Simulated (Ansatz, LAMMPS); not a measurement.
# S in place of O at several sites of glassy 30Al2O3-70P2O5 (mol %) (128 atoms), part 3 of 4

Aim: make S in place of O at several sites of glassy 30Al2O3-70P2O5 (mol %) (128 atoms), relax each, and compare their energies.

Ansatz 0.2.0; Kohn-Sham DFT, PBE, PAW (set soft_2), plane waves.

The cell: 12 Al, 28 P and 88 O. The quench rate of 100 K/ps is many orders above laboratory rates. The starting topology of bonds comes from the classical model. Sampling is at Γ alone, for a cell whose shortest periodic width is 12 Å.

So far. Step 3 (Relaxation): The relaxation converged after 22 steps, 15.2 eV below its start, with a largest force component of 0.031 eV/Å. Step 5 (S on a site of O, site O119): The relaxation converged after 12 steps, 6.69 eV below its start, with a largest force component of 0.033 eV/Å.

## 6. S on a site of O, site O121

The site has 2 bonded neighbours (Al2) at 1.69 Å on average. 

Contents of input.yaml:

```yaml
crystal:
  lattice:
    - [11.92456, 0.0, 0.0]
    - [0.0, 11.92456, 0.0]
    - [0.0, 0.0, 11.92456]
  atoms:
    [... atom lines 1 to 117 left out ...]
    - { symbol: O, position: [0.74515, 0.9973, 0.15523] }
    - { symbol: O, position: [0.47297, 0.74812, 0.81858] }
    - { symbol: O, position: [0.62248, 0.83406, 0.94567] }
    - { symbol: S, position: [0.13137, 0.46192, 0.92636], spin: 0.6 }
    - { symbol: O, position: [0.22521, 0.80596, 0.90014] }
    - { symbol: O, position: [0.47426, 0.47222, 0.25938] }
    - { symbol: O, position: [0.10152, 0.91881, 0.051] }
    [... atom lines 125 to 128 left out ...]
magnetization:
  spin_polarized: true
kpoints:
  mp_grid: { grid: [1, 1, 1] }
hamiltonian:
  xc: pbe
scf:
  occupations: { method: fermi_dirac, width: 0.025 }
  lower_state_search: "off"
output:
  forces: true
  eigenvalues: true
relax:
  f_tol: 0.05
  max_steps: 90
```

Command:

```
> ansatz run input.yaml --threads 4 --pin off --max-ram 8192MiB --backend cpu --events-out ev --progress --plain --runs-dir out
```

Numbers of over 12 decimals in the logs are rounded to 6 here.

Log:

```text
[...]
Crystal: 128 atoms, lattice volume = 1695.614 Å³
Basis set: ecut = 420 eV, 33131 PW (Γ), exchange–correlation on 160×160×160 points (8 copies of the dense FFT grid, shifted against one another)
Bands: 481, of which v1, the nominal top of the filled ones, is band 352 counted from 1 (351 counted from 0)
Symmetry: 1 space group operations
[...]
k-points: 1
[...]
Starting moments: Σ|m| = 1.8 μB on 3 of 128 sites
[...]
SCF iter   1: F=—  HF=-78010.980725 eV  |F-HF|=—  |Δ(HF+E_count)|=         —  Δρ=6.31e-2 (↑6.24e-2 ↓6.31e-2)  dr2=2.53e2  dr2_m=1.65e-1  M=0.000 μB ∫|m|=0.181 μB  β_m=0.30  ethr=3.10e-3  ⟨swp⟩=8.0  Hψ=4707  notcnv=0  defer=99
[...]
SCF iter  11: F=-77936.376284 eV  HF=-77936.376285 eV  |F-HF|=1.33e-6  |Δ(HF+E_count)|=   1.33e-5  Δρ=1.14e-5 (↑1.07e-5 ↓1.14e-5)  dr2=7.01e-6  dr2_m=2.95e-7  M=0.000 μB ∫|m|=0.001 μB  ethr=8.88e-9  ⟨swp⟩=19.0  Hψ=6811  notcnv=0
[...]
SCF 1 converged in 11 iterations: F = -77936.376284 eV  dr2 = 7.01e-6
[...]
relax step   1: F+E_penalty+E_count = -77936.37628367 eV  Δ(F+E_penalty+E_count) = +0.000e0 eV  max|allowed force component| = 1.782e1 eV/Å  Δτ_max = 0.0000 Å  (11 SCF iters, dr2 threshold 6.25e-5 eV, accepted)
[... from here on, the SCF cycles and remarks between the steps are left out ...]
relax step   2: F+E_penalty+E_count = -77941.56557936 eV  Δ(F+E_penalty+E_count) = -5.189e0 eV  max|allowed force component| = 4.334e0 eV/Å  Δτ_max = 0.1997 Å  (7 SCF iters, dr2 threshold 1.00e-4 eV, accepted)
relax step   3: F+E_penalty+E_count = -77942.45682011 eV  Δ(F+E_penalty+E_count) = -8.912e-1 eV  max|allowed force component| = 1.178e0 eV/Å  Δτ_max = 0.1961 Å  (6 SCF iters, dr2 threshold 1.00e-4 eV, accepted)
relax step   4: F+E_penalty+E_count = -77942.68443842 eV  Δ(F+E_penalty+E_count) = -2.276e-1 eV  max|allowed force component| = 4.977e-1 eV/Å  Δτ_max = 0.2000 Å  (7 SCF iters, dr2 threshold 8.67e-5 eV, accepted)
relax step   5: F+E_penalty+E_count = -77942.74646425 eV  Δ(F+E_penalty+E_count) = -6.203e-2 eV  max|allowed force component| = 2.341e-1 eV/Å  Δτ_max = 0.1221 Å  (6 SCF iters, dr2 threshold 1.83e-5 eV, accepted)
relax step   6: F+E_penalty+E_count = -77942.76650283 eV  Δ(F+E_penalty+E_count) = -2.004e-2 eV  max|allowed force component| = 1.438e-1 eV/Å  Δτ_max = 0.0415 Å  (6 SCF iters, dr2 threshold 9.78e-6 eV, accepted)
relax step   7: F+E_penalty+E_count = -77942.72697202 eV  Δ(F+E_penalty+E_count) = +3.953e-2 eV  max|allowed force component| = 3.355e-1 eV/Å  Δτ_max = 0.2000 Å  (8 SCF iters, dr2 threshold 4.58e-6 eV, rejected (line search))
relax step   8: F+E_penalty+E_count = -77942.79543256 eV  Δ(F+E_penalty+E_count) = -2.893e-2 eV  max|allowed force component| = 9.477e-2 eV/Å  Δτ_max = 0.0761 Å  (9 SCF iters, accepted)
relax step   9: F+E_penalty+E_count = -77942.79927169 eV  Δ(F+E_penalty+E_count) = -3.839e-3 eV  max|allowed force component| = 5.217e-2 eV/Å  Δτ_max = 0.0151 Å  (6 SCF iters, dr2 threshold 3.39e-6 eV, accepted)
relax step  10: F+E_penalty+E_count = -77942.77422633 eV  Δ(F+E_penalty+E_count) = +2.505e-2 eV  max|allowed force component| = 3.150e-1 eV/Å  Δτ_max = 0.1092 Å  (10 SCF iters, rejected (line search))
relax step  11: F+E_penalty+E_count = -77942.80461053 eV  Δ(F+E_penalty+E_count) = -5.339e-3 eV  max|allowed force component| = 3.065e-2 eV/Å  Δτ_max = 0.0271 Å  (9 SCF iters, accepted)
SCF converged after 9 iterations
Magnetization: 0.0000 μB (352.0000 up, 352.0000 down)
Absolute magnetization: 0.0001 μB (∫|ρ↑−ρ↓|, with the PAW one-centre terms)
[...]
Per-site moments (μB) at R_I (Å): [(-2.663269530081714e-8, 0.700725), (-7.078426607119428e-9, 0.725392), (-4.533211033799425e-8, 0.723246), (4.354300479865448e-9, 0.729187), (-1.5618046295045394e-8, 0.719340), [...]
Free energy (F): -77942.804611 eV
[...]
Internal energy: -77942.804611 eV  (E = F + TS)
E sigma→0 (E₀):  -77942.804611 eV
Fermi energy:    5.103689 eV
[...]
Σ components = -77942.804611   (vs F -77942.804611, Δ=0.00e0)
--- Forces (eV/Å), atoms counted from 1 ---
  atom   1  Al     0.00243385    -0.00994810    -0.01220981
  atom   2  Al    -0.00219349    -0.00380371     0.01175083
  atom   3  Al     0.01323201     0.00493513    -0.01203413
  atom   4  Al    -0.00053296     0.00047805    -0.00745698
[...]
atom 128  O      0.00221571    -0.00002130    -0.00075054
  max |Σ_I F_I| component: 1.28e-4 eV/Å
--- Band table (eV) ---
[...]
--- Relaxed structure (11 steps of the walk, 9 accepted, 0 SCFs on fresh bases) ---
  F+E_penalty+E_count = -77942.80461053 eV   max|allowed force component| = 3.065e-2 eV/Å
  atoms:
    - { symbol: Al, position: [0.410379, 0.031037, 0.038891] }
    - { symbol: Al, position: [0.500125, 0.166176, 0.315980] }
    - { symbol: Al, position: [0.00514238, 0.360034, 0.908568] }
    - { symbol: Al, position: [0.764700, 0.187123, 0.677968] }
[...]
- { symbol: O, position: [0.947762, 0.968129, 0.437270] }
```

The job ended after 9.9 min (4 threads of Arm Neoverse V2, shared host; peak memory 4.1 GiB).

The relaxation converged after 11 steps, 6.43 eV below its start, with a largest force component of 0.031 eV/Å.

A closer look about the S atom, after relaxation: 12 atoms, nearest first, numbered in the order of the input, with positions taken from that point.

```csv
atom,x,y,z,distance (Å),bonds
S121,0.00,0.00,0.00,0.00,2
Al3,-1.21,-1.74,-0.28,2.14,4
Al9,2.15,-0.08,-0.21,2.16,4
O95,-0.52,2.62,0.96,2.84,2
O98,2.40,0.91,-1.66,3.05,2
O89,-2.92,-1.26,-0.22,3.19,2
O63,2.99,0.83,1.07,3.28,2
O54,-1.04,-2.50,-1.91,3.31,2
O67,-1.07,-3.00,0.93,3.32,2
O125,-0.63,-0.09,3.30,3.36,1
O81,-3.13,1.22,0.00,3.36,2
O62,2.98,-1.65,-0.23,3.42,2
```

The column of bonds counts only the pairs O-P within 2.11 Å, O-Al within 2.33 Å, Al-S within 2.64 Å; other neighbours, such as metal atoms beside each other in a compound, aren't counted, and periodic images can show an atom twice.

The largest move is 0.60 Å, by S121.

## 7. S on a site of O, site O69

The site has 2 bonded neighbours (AlP) at 1.68 Å on average. 

input.yaml, the sections that differ from step 6:

```yaml
crystal:
  lattice:
    - [11.92456, 0.0, 0.0]
    - [0.0, 11.92456, 0.0]
    - [0.0, 0.0, 11.92456]
  atoms:
    [... atom lines 1 to 65 left out ...]
    - { symbol: O, position: [0.01572, 0.09225, 0.13372] }
    - { symbol: O, position: [0.01956, 0.2626, 0.01182] }
    - { symbol: O, position: [0.61475, 0.15568, 0.22465] }
    - { symbol: S, position: [0.77217, 0.2099, 0.83061], spin: 0.6 }
    - { symbol: O, position: [0.56951, 0.24277, 0.42895] }
    - { symbol: O, position: [0.18821, 0.16257, 0.24097] }
    - { symbol: O, position: [0.38693, 0.2386, 0.2619] }
    [... atom lines 73 to 128 left out ...]
# magnetization, kpoints, hamiltonian, scf, output, relax: as in step 6
```

Log:

```text
[...]
Crystal: 128 atoms, lattice volume = 1695.614 Å³
Basis set: ecut = 420 eV, 33131 PW (Γ), exchange–correlation on 160×160×160 points (8 copies of the dense FFT grid, shifted against one another)
Bands: 481, of which v1, the nominal top of the filled ones, is band 352 counted from 1 (351 counted from 0)
Symmetry: 1 space group operations
[...]
k-points: 1
[...]
Starting moments: Σ|m| = 1.8 μB on 3 of 128 sites
[...]
SCF iter   1: F=—  HF=-78009.074132 eV  |F-HF|=—  |Δ(HF+E_count)|=         —  Δρ=6.31e-2 (↑6.25e-2 ↓6.31e-2)  dr2=2.52e2  dr2_m=1.91e-1  M=0.000 μB ∫|m|=0.223 μB  β_m=0.30  ethr=3.10e-3  ⟨swp⟩=10.0  Hψ=5105  notcnv=0  defer=113
[...]
SCF iter  11: F=-77934.958656 eV  HF=-77934.958656 eV  |F-HF|=2.55e-7  |Δ(HF+E_count)|=   1.64e-5  Δρ=1.06e-5 (↑1.06e-5 ↓1.06e-5)  dr2=6.09e-6  dr2_m=3.56e-7  M=0.000 μB ∫|m|=0.001 μB  ethr=8.88e-9  ⟨swp⟩=18.0  Hψ=7623  notcnv=0
[...]
SCF 1 converged in 11 iterations: F = -77934.958656 eV  dr2 = 6.09e-6
[...]
relax step   1: F+E_penalty+E_count = -77934.95865552 eV  Δ(F+E_penalty+E_count) = +0.000e0 eV  max|allowed force component| = 2.617e1 eV/Å  Δτ_max = 0.0000 Å  (11 SCF iters, dr2 threshold 6.25e-5 eV, accepted)
[... from here on, the SCF cycles and remarks between the steps are left out ...]
relax step   2: F+E_penalty+E_count = -77940.84631345 eV  Δ(F+E_penalty+E_count) = -5.888e0 eV  max|allowed force component| = 7.487e0 eV/Å  Δτ_max = 0.1949 Å  (6 SCF iters, dr2 threshold 1.00e-4 eV, accepted)
relax step   3: F+E_penalty+E_count = -77942.02323565 eV  Δ(F+E_penalty+E_count) = -1.177e0 eV  max|allowed force component| = 1.595e0 eV/Å  Δτ_max = 0.1968 Å  (6 SCF iters, dr2 threshold 1.00e-4 eV, accepted)
relax step   4: F+E_penalty+E_count = -77942.40709882 eV  Δ(F+E_penalty+E_count) = -3.839e-1 eV  max|allowed force component| = 9.180e-1 eV/Å  Δτ_max = 0.2000 Å  (6 SCF iters, dr2 threshold 1.00e-4 eV, accepted)
relax step   5: F+E_penalty+E_count = -77942.56150366 eV  Δ(F+E_penalty+E_count) = -1.544e-1 eV  max|allowed force component| = 4.722e-1 eV/Å  Δτ_max = 0.1944 Å  (6 SCF iters, dr2 threshold 5.27e-5 eV, accepted)
relax step   6: F+E_penalty+E_count = -77942.38672852 eV  Δ(F+E_penalty+E_count) = +1.748e-1 eV  max|allowed force component| = 1.614e0 eV/Å  Δτ_max = 0.2000 Å  (7 SCF iters, dr2 threshold 5.90e-5 eV, rejected (line search))
relax step   7: F+E_penalty+E_count = -77942.66626025 eV  Δ(F+E_penalty+E_count) = -1.048e-1 eV  max|allowed force component| = 2.990e-1 eV/Å  Δτ_max = 0.1000 Å  (10 SCF iters, accepted)
relax step   8: F+E_penalty+E_count = -77942.69456044 eV  Δ(F+E_penalty+E_count) = -2.830e-2 eV  max|allowed force component| = 2.223e-1 eV/Å  Δτ_max = 0.0768 Å  (6 SCF iters, dr2 threshold 2.37e-5 eV, accepted)
relax step   9: F+E_penalty+E_count = -77942.65668848 eV  Δ(F+E_penalty+E_count) = +3.787e-2 eV  max|allowed force component| = 3.517e-1 eV/Å  Δτ_max = 0.1500 Å  (7 SCF iters, dr2 threshold 1.98e-5 eV, rejected (line search))
relax step  10: F+E_penalty+E_count = -77942.70842673 eV  Δ(F+E_penalty+E_count) = -1.387e-2 eV  max|allowed force component| = 2.498e-1 eV/Å  Δτ_max = 0.0714 Å  (9 SCF iters, accepted)
relax step  11: F+E_penalty+E_count = -77942.71366736 eV  Δ(F+E_penalty+E_count) = -5.241e-3 eV  max|allowed force component| = 1.351e-1 eV/Å  Δτ_max = 0.0334 Å  (5 SCF iters, dr2 threshold 3.45e-5 eV, accepted)
relax step  12: F+E_penalty+E_count = -77942.71091808 eV  Δ(F+E_penalty+E_count) = +2.749e-3 eV  max|allowed force component| = 2.920e-1 eV/Å  Δτ_max = 0.0298 Å  (6 SCF iters, dr2 threshold 5.33e-6 eV, rejected (line search))
relax step  13: F+E_penalty+E_count = -77942.71840841 eV  Δ(F+E_penalty+E_count) = -4.741e-3 eV  max|allowed force component| = 4.162e-2 eV/Å  Δτ_max = 0.0148 Å  (8 SCF iters, accepted)
SCF converged after 8 iterations
Magnetization: 0.0000 μB (352.0000 up, 352.0000 down)
Absolute magnetization: 0.0000 μB (∫|ρ↑−ρ↓|, with the PAW one-centre terms)
[...]
Per-site moments (μB) at R_I (Å): [(-1.6346261898278667e-11, 0.700163), (1.6400178203627684e-10, 0.722555), (1.472386313574391e-10, 0.695955), (-2.4875159057306878e-8, 0.741707), (6.589827755997313e-11, [...]
Free energy (F): -77942.718408 eV
[...]
Internal energy: -77942.718408 eV  (E = F + TS)
E sigma→0 (E₀):  -77942.718408 eV
Fermi energy:    4.817533 eV
[...]
Σ components = -77942.718408   (vs F -77942.718408, Δ=0.00e0)
--- Forces (eV/Å), atoms counted from 1 ---
  atom   1  Al     0.00916505    -0.01588818    -0.00069617
  atom   2  Al    -0.00165098     0.00006085    -0.00345393
  atom   3  Al     0.00029857     0.00252131    -0.00319057
  atom   4  Al    -0.00386062    -0.00687826    -0.02601804
[...]
atom 128  O      0.00246646     0.00163108     0.00153421
  max |Σ_I F_I| component: 9.01e-5 eV/Å
--- Band table (eV) ---
[...]
--- Relaxed structure (13 steps of the walk, 10 accepted, 0 SCFs on fresh bases) ---
  F+E_penalty+E_count = -77942.71840841 eV   max|allowed force component| = 4.162e-2 eV/Å
  atoms:
    - { symbol: Al, position: [0.408025, 0.026800, 0.041999] }
    - { symbol: Al, position: [0.497810, 0.159210, 0.324922] }
    - { symbol: Al, position: [0.023557, 0.377172, 0.909570] }
    - { symbol: Al, position: [0.757729, 0.196136, 0.661618] }
[...]
- { symbol: O, position: [0.947997, 0.969084, 0.439681] }
```

It took 11 min on 4 threads; peak memory 4.1 GiB; 44 min of CPU time.

The relaxation converged after 13 steps, 7.76 eV below its start, with a largest force component of 0.042 eV/Å.

Local excerpt of 10 atoms (numbers count through the whole input) about the S atom, after relaxation; x, y, z are measured from there.

```csv
atom,x,y,z,distance (Å),bonds
S69,0.00,0.00,0.00,0.00,2
P38,0.11,-1.68,1.06,1.99,4
Al4,0.25,-0.76,-2.15,2.30,4
O61,-0.05,-2.87,0.11,2.87,2
O107,-0.92,-1.61,2.23,2.90,2
O52,1.55,-1.82,1.72,2.95,2
O96,-1.43,-1.41,-2.19,2.97,2
O84,1.48,0.57,-2.56,3.01,2
O89,1.84,2.18,0.96,3.01,2
O43,-0.69,2.80,1.07,3.07,2
```

The column of bonds counts only the pairs O-P within 2.11 Å, O-Al within 2.33 Å, P-S within 2.38 Å, Al-S within 2.68 Å; other neighbours, such as metal atoms beside each other in a compound, aren't counted, and periodic images can show an atom twice.

The largest move is 0.74 Å, by S69.

## 8. S on a site of O, site O56

The site has 2 bonded neighbours (P2) at 1.62 Å on average. 

Input and log are left out; they have the form of those shown for this kind of step.

The job ended after 11 min (4 threads of Arm Neoverse V2, shared host; peak memory 4.1 GiB).

The relaxation converged after 14 steps, 8.11 eV below its start, with a largest force component of 0.034 eV/Å.

(Continued in part 4 of 4.)

[Logs are printed without paths, hosts, clocks, repeated set-up lines and the standing remarks that a program may print on its own settings, such as how far it seeks lower states.]

[Hosts, paths, dates, database ids (printed as entryN), source tags and the programs' standing remarks are cut or masked in the printed files.]
